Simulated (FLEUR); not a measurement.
**TaRu: parallel and opposed starts**

Wanted: the moments of TaRu and the energy of each order that was tried.

Method: PBEsol; all-electron FLAPW, Dirac cores, scalar-relativistic bands, in FLEUR MaX-R8.1.

Most raw output is cut from this account.

### Step 1. The starting structure

Symmetry: Pm-3m, No. 221, cubic system. Conventional cell: a = 3.187 Å, b = 3.187 Å, c = 3.187 Å, α = 90.00°, β = 90.00°, γ = 90.00°. Nearest to Ta lie 8 Ru at 2.76 Å. Nearest to Ru lie 8 Ta at 2.76 Å. Farther neighbours are not listed.

Coordinates:

```xyz
2
Lattice="3.1870 0.0000 0.0000 0.0000 3.1870 0.0000 0.0000 0.0000 3.1870" Properties=species:S:1:pos:R:3 pbc="T T T"
Ta    1.5935    1.5935    1.5935
Ru    0.0000    0.0000    0.0000
```

### Step 2. Start 1: ferro +

The parallel start is the test of whether parallel moments hold.

inpgen writes inp.xml from crystal.txt; cutoffs, mixing, functional, smearing and local orbitals are then set in the file. The k list default-1 (kpts.xml, not shown) is a Γ-centred 8×8×8 mesh; where the ranks do not divide the number of points, some are split in two of half the weight.

The input, inp.xml:

```
<?xml version="1.0" encoding="UTF-8" standalone="no"?>
<fleurInput fleurInputVersion="0.39">
   <comment>
      TaRu
   </comment>
   <calculationSetup>
      <cutoffs Kmax="3.6" Gmax="10.8" GmaxXC="10.8" numbands="0"/>
      <scfLoop itmax="90" minDistance="0.00002" maxIterBroyd="15" imix="Anderson" alpha="0.05" precondParam="0.0" spinf="2.0" sdNocoIR="T"/>
      <coreElectrons ctail="T" frcor="F" kcrel="0" coretail_lmax="0"/>
      <xcFunctional name="PBEs" relativisticCorrections="F"/>
      <magnetism jspins="2"/>
      <soc l_soc="F" theta="0.0" phi="0.0" spav="F"/>
      <expertModes spex="0" secvar="F"/>
      <geometryOptimization l_f="F" forcealpha="1.0" forcemix="BFGS" epsdisp="0.00001" epsforce="0.00001"/>
      <ldaU l_linMix="F" mixParam="0.05" spinf="1.0"/>
   </calculationSetup>
   <cell>
      <bzIntegration valenceElectrons="41.0" mode="hist" fermiSmearingEnergy="0.00110248">
         <kPointListSelection listName="default-1"/>
         <xi:include xmlns:xi="http://www.w3.org/2001/XInclude" href="kpts.xml"> </xi:include>
      </bzIntegration>
      <xi:include xmlns:xi="http://www.w3.org/2001/XInclude" href="sym.xml"> </xi:include>
      <bulkLattice scale="1.0">
         <bravaisMatrix>
            <row-1>    6.0225571591001996     0.0000000000000000     0.0000000000000000</row-1>
            <row-2>    0.0000000000000000     6.0225571591001996     0.0000000000000000</row-2>
            <row-3>    0.0000000000000000     0.0000000000000000     6.0225571591001996</row-3>
         </bravaisMatrix>
      </bulkLattice>
   </cell>
   <atomSpecies>
      <species name="Tantalum (Ta)" element="Ta" atomicNumber="73">
         <mtSphere radius="2.54" gridPoints="839" logIncrement="0.016"/>
         <atomicCutoffs lmax="10" lnonsphr="8"/>
         <electronConfig flipSpins="F">
            <coreConfig>(1s1/2) (2s1/2) (2p1/2) (2p3/2) (3s1/2) (3p1/2) (3p3/2) (4s1/2) (3d3/2) (3d5/2) (4p1/2) (4p3/2) (4d3/2) (4d5/2)</coreConfig>
            <valenceConfig>(5s1/2) (5p1/2) (5p3/2) (6s1/2) (4f5/2) (4f7/2) (5d3/2) (5d5/2)</valenceConfig>
            <stateOccupation state="(5d3/2)" spinUp="0.600000" spinDown="0.600000"/>
            <stateOccupation state="(5d5/2)" spinUp="0.900000" spinDown="0.900000"/>
         </electronConfig>
         <energyParameters s="6" p="6" d="5" f="5"/>
         <lo type="SCLO" l="0" n="5" eDeriv="0"/>
         <lo type="SCLO" l="1" n="5" eDeriv="0"/>
         <lo type="SCLO" l="3" n="4" eDeriv="0"/>
      </species>
      <species name="Ruthenium 1.500" element="Ru" atomicNumber="44">
         <mtSphere radius="2.54" gridPoints="839" logIncrement="0.015"/>
         <atomicCutoffs lmax="10" lnonsphr="8"/>
         <electronConfig flipSpins="F">
            <coreConfig>(1s1/2) (2s1/2) (2p1/2) (2p3/2) (3s1/2) (3p1/2) (3p3/2) (4s1/2) (3d3/2) (3d5/2)</coreConfig>
            <valenceConfig>(4p1/2) (4p3/2) (5s1/2) (4d3/2) (4d5/2)</valenceConfig>
            <stateOccupation state="(5s1/2)" spinUp="0.5" spinDown="0.5"/>
            <stateOccupation state="(4d3/2)" spinUp="1.4" spinDown="1.4"/>
            <stateOccupation state="(4d5/2)" spinUp="2.85" spinDown="1.35"/>
         </electronConfig>
         <energyParameters s="5" p="5" d="4" f="4"/>
         <lo type="SCLO" l="1" n="4" eDeriv="0"/>
      </species>
   </atomSpecies>
   <atomGroups>
      <atomGroup species="Tantalum (Ta)">
         <relPos label="                   1">1.000/2.000 1.000/2.000 1.000/2.000</relPos>
         <force calculate="T" relaxXYZ="TTT"/>
      </atomGroup>
      <atomGroup species="Ruthenium 1.500">
         <relPos label="                   2">.0000000000 .0000000000 .0000000000</relPos>
         <force calculate="T" relaxXYZ="TTT"/>
      </atomGroup>
   </atomGroups>
   <output dos="F" band="F" slice="F">
      <bandDOS minEnergy="-.5*Htr" maxEnergy="0.5*Htr" sigma="0.015" storeEVData="T"/>
      <plotting iplot="0" polar="F">
         <plot TwoD="T" vec1="  1.0  0.0  0.0" vec2="  0.0  1.0  0.0" vec3="  0.0  0.0  1.0" zero="  0.0  0.0  0.0" file="plot"/>
      </plotting>
      <moessbauerParams electricFieldGradient="F" isomerShift="F" coreHyperfine="F" valenceHyperfine="F"/>
   </output>
</fleurInput>
```

The input, crystal.txt:

```
TaRu
&input film=F cartesian=F /
3.18700000000  0.00000000000  0.00000000000
0.00000000000  3.18700000000  0.00000000000
0.00000000000  0.00000000000  3.18700000000
1.8897261246
1.0 1.0 1.0

2
73 0.50000000000  0.50000000000  0.50000000000
44 0.00000000000  0.00000000000  0.00000000000 : 1.500

&kpt div1=8 div2=8 div3=8 gamma=T /
```

Run with:

```
> OMP_NUM_THREADS=1 inpgen -f crystal.txt > inpgen.log  # inp.xml is then edited as shown
> OMP_NUM_THREADS=1 mpirun -n 4 fleur_MPI > fleur.log
```

Wall time 28 s (4 MPI ranks of Arm Neoverse V1, shared host); peak memory 0.23 GiB.

Numbers from this step:

```
free energy                                                       : -548338.4613 eV
program's band gap on this mesh (in a metal only a level spacing) : 0.01233 eV
magnetization                                                     : 0.1972 μB
final state                                                       : ferromagnetic
largest moment                                                    : 0.1776 μB
```

After 36 cycles the largest moment stands at 0.178 μB.

### Step 3. Order 2, typed as antiferro q=(0,0,1/2) +-

Reversing part of the moments tests the sign of the couplings between them.

This order needs a doubled cell of 4 atoms. The mesh is halved along the doubled vector, so that both cells sample the same points. The k list default-1 (kpts.xml, not shown) is a Γ-centred 8×8×4 mesh.

inp.xml, as its differences from that of step 2:

```diff
@@ -17,3 +17,3 @@
    <cell>
-      <bzIntegration valenceElectrons="41.0" mode="hist" fermiSmearingEnergy="0.00110248">
+      <bzIntegration valenceElectrons="82.0" mode="hist" fermiSmearingEnergy="0.00110248">
          <kPointListSelection listName="default-1"/>
@@ -26,3 +26,3 @@
             <row-2>    0.0000000000000000     6.0225571591001996     0.0000000000000000</row-2>
-            <row-3>    0.0000000000000000     0.0000000000000000     6.0225571591001996</row-3>
+            <row-3>    0.0000000000000000     0.0000000000000000    12.0451143182003992</row-3>
          </bravaisMatrix>
@@ -58,2 +58,15 @@
       </species>
+      <species name="Ruthenium -1.500" element="Ru" atomicNumber="44">
+         <mtSphere radius="2.54" gridPoints="839" logIncrement="0.015"/>
+         <atomicCutoffs lmax="10" lnonsphr="8"/>
+         <electronConfig flipSpins="F">
+            <coreConfig>(1s1/2) (2s1/2) (2p1/2) (2p3/2) (3s1/2) (3p1/2) (3p3/2) (4s1/2) (3d3/2) (3d5/2)</coreConfig>
+            <valenceConfig>(4p1/2) (4p3/2) (5s1/2) (4d3/2) (4d5/2)</valenceConfig>
+            <stateOccupation state="(5s1/2)" spinUp="0.5" spinDown="0.5"/>
+            <stateOccupation state="(4d3/2)" spinUp="1.4" spinDown="1.4"/>
+            <stateOccupation state="(4d5/2)" spinUp="1.35" spinDown="2.85"/>
+         </electronConfig>
+         <energyParameters s="5" p="5" d="4" f="4"/>
+         <lo type="SCLO" l="1" n="4" eDeriv="0"/>
+      </species>
    </atomSpecies>
@@ -61,3 +74,4 @@
       <atomGroup species="Tantalum (Ta)">
-         <relPos label="                   1">1.000/2.000 1.000/2.000 1.000/2.000</relPos>
+         <relPos label="                   1">1.000/2.000 1.000/2.000 1.000/4.000</relPos>
+         <relPos label="                   2">1.000/2.000 1.000/2.000 -1.000/4.000</relPos>
          <force calculate="T" relaxXYZ="TTT"/>
@@ -65,3 +79,7 @@
       <atomGroup species="Ruthenium 1.500">
-         <relPos label="                   2">.0000000000 .0000000000 .0000000000</relPos>
+         <relPos label="                   3">.0000000000 .0000000000 .0000000000</relPos>
+         <force calculate="T" relaxXYZ="TTT"/>
+      </atomGroup>
+      <atomGroup species="Ruthenium -1.500">
+         <relPos label="                   4">.0000000000 .0000000000 1.000/2.000</relPos>
          <force calculate="T" relaxXYZ="TTT"/>
```

The input, crystal.txt:

```
TaRu
&input film=F cartesian=F /
3.18700000000  0.00000000000  0.00000000000
0.00000000000  3.18700000000  0.00000000000
0.00000000000  0.00000000000  6.37400000000
1.8897261246
1.0 1.0 1.0

4
73 0.50000000000  0.50000000000  0.25000000000
73 0.50000000000  0.50000000000  0.75000000000
44 0.00000000000  0.00000000000  0.00000000000 : 1.500
44 0.00000000000  0.00000000000  0.50000000000 : -1.500

&kpt div1=8 div2=8 div3=4 gamma=T /
```

It took 1.8 min on 4 MPI ranks; peak memory 0.33 GiB; 7 min of CPU time.

The spin moment in the muffin-tin sphere vanishes on all atoms.

This step gave:

- free energy: -1096676.9217 eV
- program's band gap on this mesh (in a metal only a level spacing): 5.04e-7 eV
- final state: non-magnetic

It lies 0.447 meV a seeded atom over the first start.

### Step 4. Start 3: antiferro q=(0,1/2,1/2) +-

An opposed order shows whether neighbours prefer unlike signs.

This order needs a doubled cell of 4 atoms. The mesh is halved along the doubled vector, so that both cells sample the same points. The k list default-1 (kpts.xml, not shown) is a Γ-centred 8×4×8 mesh.

inp.xml, as its differences from that of step 3:

```diff
@@ -25,4 +25,4 @@
             <row-1>    6.0225571591001996     0.0000000000000000     0.0000000000000000</row-1>
-            <row-2>    0.0000000000000000     6.0225571591001996     0.0000000000000000</row-2>
-            <row-3>    0.0000000000000000     0.0000000000000000    12.0451143182003992</row-3>
+            <row-2>    0.0000000000000000    12.0451143182003992     0.0000000000000000</row-2>
+            <row-3>    0.0000000000000000     6.0225571591001996     6.0225571591001996</row-3>
          </bravaisMatrix>
@@ -74,4 +74,4 @@
       <atomGroup species="Tantalum (Ta)">
-         <relPos label="                   1">1.000/2.000 1.000/2.000 1.000/4.000</relPos>
-         <relPos label="                   2">1.000/2.000 1.000/2.000 -1.000/4.000</relPos>
+         <relPos label="                   1">1.000/2.000 .0000000000 1.000/2.000</relPos>
+         <relPos label="                   2">1.000/2.000 1.000/2.000 1.000/2.000</relPos>
          <force calculate="T" relaxXYZ="TTT"/>
@@ -83,3 +83,3 @@
       <atomGroup species="Ruthenium -1.500">
-         <relPos label="                   4">.0000000000 .0000000000 1.000/2.000</relPos>
+         <relPos label="                   4">.0000000000 1.000/2.000 .0000000000</relPos>
          <force calculate="T" relaxXYZ="TTT"/>
```

The input, crystal.txt:

```
TaRu
&input film=F cartesian=F /
3.18700000000  0.00000000000  0.00000000000
0.00000000000  6.37400000000  0.00000000000
0.00000000000  3.18700000000  3.18700000000
1.8897261246
1.0 1.0 1.0

4
73 0.50000000000  0.00000000000  0.50000000000
73 0.50000000000  0.50000000000  0.50000000000
44 0.00000000000  0.00000000000  0.00000000000 : 1.500
44 0.00000000000  0.50000000000  0.00000000000 : -1.500

&kpt div1=8 div2=4 div3=8 gamma=T /
```

It took 2.9 min on 4 MPI ranks; peak memory 0.4 GiB; 12 min of CPU time.

The spin moment in the muffin-tin sphere vanishes on all atoms.

Numbers from this step:

```
free energy                                                       : -1096676.9217 eV
program's band gap on this mesh (in a metal only a level spacing) : 6.14e-7 eV
final state                                                       : non-magnetic
```

It lies 0.447 meV a seeded atom over the first start.

### Step 5. Start 4: antiferro q=(1/2,1/2,1/2) +-

The cell is doubled to 4 atoms to hold this order. The mesh is halved along the doubled vector, so that both cells sample the same points. The k list default-1 (kpts.xml, not shown) is a Γ-centred 4×8×8 mesh.

inp.xml, as its differences from that of step 4:

```diff
@@ -24,5 +24,5 @@
          <bravaisMatrix>
-            <row-1>    6.0225571591001996     0.0000000000000000     0.0000000000000000</row-1>
-            <row-2>    0.0000000000000000    12.0451143182003992     0.0000000000000000</row-2>
-            <row-3>    0.0000000000000000     6.0225571591001996     6.0225571591001996</row-3>
+            <row-1>   12.0451143182003992     0.0000000000000000     0.0000000000000000</row-1>
+            <row-2>    6.0225571591001996     6.0225571591001996     0.0000000000000000</row-2>
+            <row-3>    6.0225571591001996     0.0000000000000000     6.0225571591001996</row-3>
          </bravaisMatrix>
@@ -74,4 +74,4 @@
       <atomGroup species="Tantalum (Ta)">
-         <relPos label="                   1">1.000/2.000 .0000000000 1.000/2.000</relPos>
-         <relPos label="                   2">1.000/2.000 1.000/2.000 1.000/2.000</relPos>
+         <relPos label="                   1">-1.000/4.000 1.000/2.000 1.000/2.000</relPos>
+         <relPos label="                   2">1.000/4.000 1.000/2.000 1.000/2.000</relPos>
          <force calculate="T" relaxXYZ="TTT"/>
@@ -83,3 +83,3 @@
       <atomGroup species="Ruthenium -1.500">
-         <relPos label="                   4">.0000000000 1.000/2.000 .0000000000</relPos>
+         <relPos label="                   4">1.000/2.000 .0000000000 .0000000000</relPos>
          <force calculate="T" relaxXYZ="TTT"/>
```

The input, crystal.txt:

```
TaRu
&input film=F cartesian=F /
6.37400000000  0.00000000000  0.00000000000
3.18700000000  3.18700000000  0.00000000000
3.18700000000  0.00000000000  3.18700000000
1.8897261246
1.0 1.0 1.0

4
73 0.75000000000  0.50000000000  0.50000000000
73 0.25000000000  0.50000000000  0.50000000000
44 0.00000000000  0.00000000000  0.00000000000 : 1.500
44 0.50000000000  0.00000000000  0.00000000000 : -1.500

&kpt div1=4 div2=8 div3=8 gamma=T /
```

Run time: 87 s. Hardware: 4 MPI ranks; peak memory 0.33 GiB.

Read from the output:

```
free energy                                                       : -1096676.9217 eV
program's band gap on this mesh (in a metal only a level spacing) : 1.78e-7 eV
final state                                                       : non-magnetic
```

It lies 0.447 meV a seeded atom over the first start.

### Step 6. Run 5 (no spin polarisation)

A spinless run gives the zero against which the gain from the moments is read.

The k list default-1 (kpts.xml, not shown) is a Γ-centred 8×8×8 mesh.

The input, inp.xml:

```
<?xml version="1.0" encoding="UTF-8" standalone="no"?>
<fleurInput fleurInputVersion="0.39">
   <comment>
      TaRu
   </comment>
   <calculationSetup>
      <cutoffs Kmax="3.6" Gmax="10.8" GmaxXC="10.8" numbands="0"/>
      <scfLoop itmax="90" minDistance="0.00002" maxIterBroyd="15" imix="Anderson" alpha="0.05" precondParam="0.0" spinf="2.0" sdNocoIR="T"/>
      <coreElectrons ctail="T" frcor="F" kcrel="0" coretail_lmax="0"/>
      <xcFunctional name="PBEs" relativisticCorrections="F"/>
      <magnetism jspins="1"/>
      <soc l_soc="F" theta="0.0" phi="0.0" spav="F"/>
      <expertModes spex="0" secvar="F"/>
      <geometryOptimization l_f="F" forcealpha="1.0" forcemix="BFGS" epsdisp="0.00001" epsforce="0.00001"/>
      <ldaU l_linMix="F" mixParam="0.05" spinf="1.0"/>
   </calculationSetup>
   <cell>
      <bzIntegration valenceElectrons="41.0" mode="hist" fermiSmearingEnergy="0.00110248">
         <kPointListSelection listName="default-1"/>
         <xi:include xmlns:xi="http://www.w3.org/2001/XInclude" href="kpts.xml"> </xi:include>
      </bzIntegration>
      <xi:include xmlns:xi="http://www.w3.org/2001/XInclude" href="sym.xml"> </xi:include>
      <bulkLattice scale="1.0">
         <bravaisMatrix>
            <row-1>    6.0225571591001996     0.0000000000000000     0.0000000000000000</row-1>
            <row-2>    0.0000000000000000     6.0225571591001996     0.0000000000000000</row-2>
            <row-3>    0.0000000000000000     0.0000000000000000     6.0225571591001996</row-3>
         </bravaisMatrix>
      </bulkLattice>
   </cell>
   <atomSpecies>
      <species name="Tantalum (Ta)" element="Ta" atomicNumber="73">
         <mtSphere radius="2.54" gridPoints="839" logIncrement="0.016"/>
         <atomicCutoffs lmax="10" lnonsphr="8"/>
         <electronConfig flipSpins="F">
            <coreConfig>(1s1/2) (2s1/2) (2p1/2) (2p3/2) (3s1/2) (3p1/2) (3p3/2) (4s1/2) (3d3/2) (3d5/2) (4p1/2) (4p3/2) (4d3/2) (4d5/2)</coreConfig>
            <valenceConfig>(5s1/2) (5p1/2) (5p3/2) (6s1/2) (4f5/2) (4f7/2) (5d3/2) (5d5/2)</valenceConfig>
            <stateOccupation state="(5d3/2)" spinUp="0.600000" spinDown="0.600000"/>
            <stateOccupation state="(5d5/2)" spinUp="0.900000" spinDown="0.900000"/>
         </electronConfig>
         <energyParameters s="6" p="6" d="5" f="5"/>
         <lo type="SCLO" l="0" n="5" eDeriv="0"/>
         <lo type="SCLO" l="1" n="5" eDeriv="0"/>
         <lo type="SCLO" l="3" n="4" eDeriv="0"/>
      </species>
      <species name="Ruthenium (Ru)" element="Ru" atomicNumber="44">
         <mtSphere radius="2.54" gridPoints="839" logIncrement="0.015"/>
         <atomicCutoffs lmax="10" lnonsphr="8"/>
         <electronConfig flipSpins="F">
            <coreConfig>(1s1/2) (2s1/2) (2p1/2) (2p3/2) (3s1/2) (3p1/2) (3p3/2) (4s1/2) (3d3/2) (3d5/2)</coreConfig>
            <valenceConfig>(4p1/2) (4p3/2) (5s1/2) (4d3/2) (4d5/2)</valenceConfig>
            <stateOccupation state="(5s1/2)" spinUp="0.500000" spinDown="0.500000"/>
            <stateOccupation state="(4d3/2)" spinUp="1.400000" spinDown="1.400000"/>
            <stateOccupation state="(4d5/2)" spinUp="2.100000" spinDown="2.100000"/>
         </electronConfig>
         <energyParameters s="5" p="5" d="4" f="4"/>
         <lo type="SCLO" l="1" n="4" eDeriv="0"/>
      </species>
   </atomSpecies>
   <atomGroups>
      <atomGroup species="Tantalum (Ta)">
         <relPos label="                   1">1.000/2.000 1.000/2.000 1.000/2.000</relPos>
         <force calculate="T" relaxXYZ="TTT"/>
      </atomGroup>
      <atomGroup species="Ruthenium (Ru)">
         <relPos label="                   2">.0000000000 .0000000000 .0000000000</relPos>
         <force calculate="T" relaxXYZ="TTT"/>
      </atomGroup>
   </atomGroups>
   <output dos="F" band="F" slice="F">
      <bandDOS minEnergy="-.5*Htr" maxEnergy="0.5*Htr" sigma="0.015" storeEVData="T"/>
      <plotting iplot="0" polar="F">
         <plot TwoD="T" vec1="  1.0  0.0  0.0" vec2="  0.0  1.0  0.0" vec3="  0.0  0.0  1.0" zero="  0.0  0.0  0.0" file="plot"/>
      </plotting>
      <moessbauerParams electricFieldGradient="F" isomerShift="F" coreHyperfine="F" valenceHyperfine="F"/>
   </output>
</fleurInput>
```

The input, crystal.txt:

```
TaRu
&input film=F cartesian=F /
3.18700000000  0.00000000000  0.00000000000
0.00000000000  3.18700000000  0.00000000000
0.00000000000  0.00000000000  3.18700000000
1.8897261246
1.0 1.0 1.0

2
73 0.50000000000  0.50000000000  0.50000000000
44 0.00000000000  0.00000000000  0.00000000000

&kpt div1=8 div2=8 div3=8 gamma=T /
```

It took 9 s on 4 MPI ranks; peak memory 0.2 GiB.

Numbers from this step:

* free energy: -548338.4608 eV
* program's band gap on this mesh (in a metal only a level spacing): 0.03708 eV
* final state: non-magnetic (no spin polarisation)

It lies 0.446 meV a seeded atom over the first start.

[end of part 1 of 2]

[Logs and program files are shortened in this print: banners, set-up blocks, solver, clock and traceback lines can be left out without a mark of their own.]

[Logs are printed without paths, hosts, clocks, repeated set-up lines and the standing remarks that a program may print on its own settings, such as how far it seeks lower states.]

[Hosts, paths, dates, database ids (printed as entryN), source tags and the programs' standing remarks are cut or masked in the printed files.]

[Where a cell is said to come from a database of computed structures, the database is the Materials Project.]
